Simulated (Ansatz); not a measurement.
## TiSn (model cell, started as wurtzite): the cell at rest

Aim: bring TiSn (model cell, started as wurtzite) to small forces and stress, as phonons need.

Program: Ansatz 0.2.0. Level of theory: DFT PBE, scalar-relativistic, plane waves, PAW. Results are calculated unless marked as measured.

Most raw output is cut from this account.

The structure was built from a prototype and need not be the compound's stable phase.

## (1) The structure

It takes space group P6_3mc (No. 186, hexagonal). Conventional cell: a = 4.306 Å, b = 4.306 Å, c = 7.031 Å, α = 90.00°, β = 90.00°, γ = 120.00°. Nearest to Ti lie 4 Sn at 2.64 Å. Nearest to Sn lie 4 Ti at 2.64 Å. Farther neighbours are not listed.

## (2) Probe on a coarse mesh

First a cheap look: the gap decides the mesh and the occupations, the pressure tells how far the cell has to move.

File input.yaml:

```yaml
crystal:
  lattice:
    - [4.30571, 0.0, 0.0]
    - [-2.15286, 3.72886, 0.0]
    - [0.0, 0.0, 7.03123]
  atoms:
    - { symbol: Ti, position: [0.333333, 0.666667, 0.0] }
    - { symbol: Ti, position: [0.666667, 0.333333, 0.5] }
    - { symbol: Sn, position: [0.333333, 0.666667, 0.375] }
    - { symbol: Sn, position: [0.666667, 0.333333, 0.875] }
kpoints:
  mp_grid: { grid: [6, 6, 4] }
hamiltonian:
  xc: pbe
scf:
  occupations: { method: gaussian, width: 0.1 }
output:
  forces: true
  stress: true
  eigenvalues: true
```

Command:

```
> ansatz run input.yaml --threads 4 --pin off --max-ram 7168MiB --backend cpu --events-out ev --progress --plain --runs-dir out
```

Elapsed: 3.5 s, on 4 threads of Arm Neoverse N1, shared host; peak memory 0.39 GiB.

This step gave:

```
pressure           : 6.155 GPa
volume per atom    : 28.22 Å³
gap on the k-mesh  : 0.3254 eV
direct gap on mesh : 0.4642 eV
```

The coarse mesh shows a gap of 0.33 eV and a pressure of 6.2 GPa.

## (3) Relaxation, k-mesh 9×9×6, smearing width 0.02 eV

Harmonic phonons are second derivatives at a point where the forces vanish, and they are wanted at zero stress, so atoms and cell are relaxed first.

input.yaml, the sections that differ from step 2:

```yaml
kpoints:
  mp_grid: { grid: [9, 9, 6] }
scf:
  occupations: { method: gaussian, width: 0.02 }
relax:
  adjacent_minimum: "off"
  f_tol: 0.005
  max_steps: 80
  cell: { stress_tol: 0.05 }
# crystal, hamiltonian, output: as in step 2
```

Wall time 98 s (4 threads); peak memory 0.53 GiB.

The steps of the relaxation:

```
step  energy less that of the first step (eV)  largest force component (eV/Å)  pressure (GPa)  volume (Å³)
   1                                   0.0000                          0.1819            6.16       112.89
   2                                  -0.2810                          0.1459           -0.46       126.51
   3                                  -0.4945                          0.3277           -1.57       126.49
   4                                  -0.8765                          0.4705           -2.57       123.87
   5                                  -1.3906                          0.5295           -3.23       119.79
   6                                  -1.9001                          0.5025           -2.24       113.68
   7                                  -2.1538                          0.0587            0.57       107.88
   8                                  -2.1559                          0.0016           -0.06       108.88
   9                                  -2.1559                          0.0004            0.00       108.75
 10*                                  -2.1640                          0.0004            0.19       108.75
  11                                  -2.1643                          0.0000            0.02       109.09
 12*                                  -2.1643                          0.0000            0.02       109.09
```

Relaxation steps marked * repeat the geometry before them on a plane-wave basis chosen anew for their cell, so energy and pressure can jump there.

The run keeps the 12 symmetry operations that it works with, so distortions that break them were not tested.

```
     cell as run  before  after   change
           a (Å)   4.306  4.802  +11.5 %
           b (Å)   4.306  4.802  +11.5 %
           c (Å)   7.031  5.463  -22.3 %
volume (Å³/atom)   28.22  27.27   -3.4 %
```

The atoms that moved most (Å, as changes of fractional coordinates times the final cell):

| atom | dx | dy | dz | length |
| --- | --- | --- | --- | --- |
| Sn4 | 0.000 | 0.000 | 0.341 | 0.341 |
| Ti1 | 0.000 | 0.000 | -0.341 | 0.341 |
| Ti2 | 0.000 | 0.000 | -0.341 | 0.341 |
| Sn3 | 0.000 | 0.000 | 0.341 | 0.341 |

The relaxed structure:

```cif
data_structure
_symmetry_space_group_name_H-M 'P 1'
_symmetry_Int_Tables_number 1
_cell_length_a 4.8019
_cell_length_b 4.8019
_cell_length_c 5.4631
_cell_angle_alpha 90.000
_cell_angle_beta 90.000
_cell_angle_gamma 120.000
_cell_volume 109.09
loop_
_atom_site_label
_atom_site_type_symbol
_atom_site_fract_x
_atom_site_fract_y
_atom_site_fract_z
_atom_site_occupancy
Ti1 Ti 0.33333 0.66667 0.93750 1
Ti2 Ti 0.66667 0.33333 0.43750 1
Sn3 Sn 0.33333 0.66667 0.43750 1
Sn4 Sn 0.66667 0.33333 0.93750 1
```

Numbers from this step:

| Quantity | Value |
| --- | --- |
| pressure | 0.01518 GPa |
| volume per atom | 27.27 Å³ |
| gap on the k-mesh | 0 eV |

In this step the volume went from 28.22 to 27.27 Å³/atom.

## (4) Relaxation, k-mesh 12×12×8, smearing width 0.1 eV

The relaxation is repeated from its end, on the mesh and smearing that suit the cell and gap now reached.

input.yaml, the sections that differ from step 3:

```yaml
crystal:
  lattice:
    - [4.8018605545, 3.2194e-06, 0.0]
    - [-2.4009330653, 4.158531616, 0.0]
    - [0.0, 0.0, 5.4630864987]
  atoms:
    - { symbol: Ti, position: [0.3333333333, 0.6666666667, -0.0624999761] }
    - { symbol: Ti, position: [0.6666666667, 0.3333333333, 0.4375000239] }
    - { symbol: Sn, position: [0.3333333333, 0.6666666667, 0.4374999761] }
    - { symbol: Sn, position: [0.6666666667, 0.3333333333, 0.9374999761] }
kpoints:
  mp_grid: { grid: [12, 12, 8] }
scf:
  occupations: { method: gaussian, width: 0.1 }
# hamiltonian, output, relax: as in step 3
```

Wall time 33 s (4 threads); peak memory 0.61 GiB; 2.1 min of CPU time.

Little changed from the start: no atom moved by 0.005 Å and no cell edge by 0.1 %.

This step gave:

```
pressure        : -1.05e-4 GPa
volume per atom : 27.30 Å³
```

In this step the volume went from 27.27 to 27.30 Å³/atom.

## (5) Relaxing to small forces for the phonons

Phonons need a cell at rest on their own settings, so the relaxation is repeated with tight tolerances on forces and stress, using the mesh and the filling of the phonon run that follows.

File input.yaml:

```yaml
crystal:
  lattice:
    - [4.8034141357, 3.2204e-06, 0.0]
    - [-2.4017098568, 4.1598770562, 0.0]
    - [0.0, 0.0, 5.4651526664]
  atoms:
    - { symbol: Ti, position: [0.3333333333, 0.6666666667, -0.0625] }
    - { symbol: Ti, position: [0.6666666667, 0.3333333333, 0.4375] }
    - { symbol: Sn, position: [0.3333333333, 0.6666666667, 0.4375] }
    - { symbol: Sn, position: [0.6666666667, 0.3333333333, 0.9375] }
kpoints:
  mp_grid: { grid: [12, 12, 8] }
hamiltonian:
  xc: pbe
scf:
  occupations: { method: methfessel_paxton, width: 0.2 }
output:
  forces: true
  stress: true
  eigenvalues: true
relax:
  adjacent_minimum: "off"
  f_tol: 0.001
  max_steps: 60
  cell: { stress_tol: 0.01 }
```

The job ended after 34 s (4 threads; peak memory 0.61 GiB; 2.2 min of CPU time).

Little changed from the start: no atom moved by 0.005 Å and no cell edge by 0.1 %.

Numbers from this step:

| Property | Result |
| --- | --- |
| pressure | 9.50e-5 GPa |
| volume per atom | 27.29 Å³ |

The forces vanish by symmetry and the pressure is 0.000 GPa, within the tolerances set. The cell now holds 27.29 Å³/atom. Within 0.01 Å the structure now has space group P6_3/mmc, not the P6_3mc of the start.

## (6) Outcome

| Property | Result |
| --- | --- |
| space group after relaxation (within 0.01 Å) | P6_3/mmc |
| lattice constant a | 4.803 Å |
| lattice constant b | 4.803 Å |
| lattice constant c | 5.465 Å |
| volume per atom | 27.3 Å³ |

In words: The forces vanish by symmetry and the pressure is 0.000 GPa, within the tolerances set. The cell now holds 27.29 Å³/atom. Within 0.01 Å the structure now has space group P6_3/mmc, not the P6_3mc of the start. The relaxation keeps the symmetry of its start, so it says nothing on stability against lower symmetry. The relaxed cell left the space group of the starting entry, even within 0.1 Å, so it may not be the phase that the entry, or a measurement on it, describes. Spin-orbit coupling is left out, which can matter for the heavy elements here. The starting cell was built on a prototype and not taken from a measurement, so the phase need not exist.

[Logs are printed without paths, hosts, clocks, repeated set-up lines and the standing remarks that a program may print on its own settings, such as how far it seeks lower states.]

[Hosts, paths, dates, database ids (printed as entryN), source tags and the programs' standing remarks are cut or masked in the printed files.]
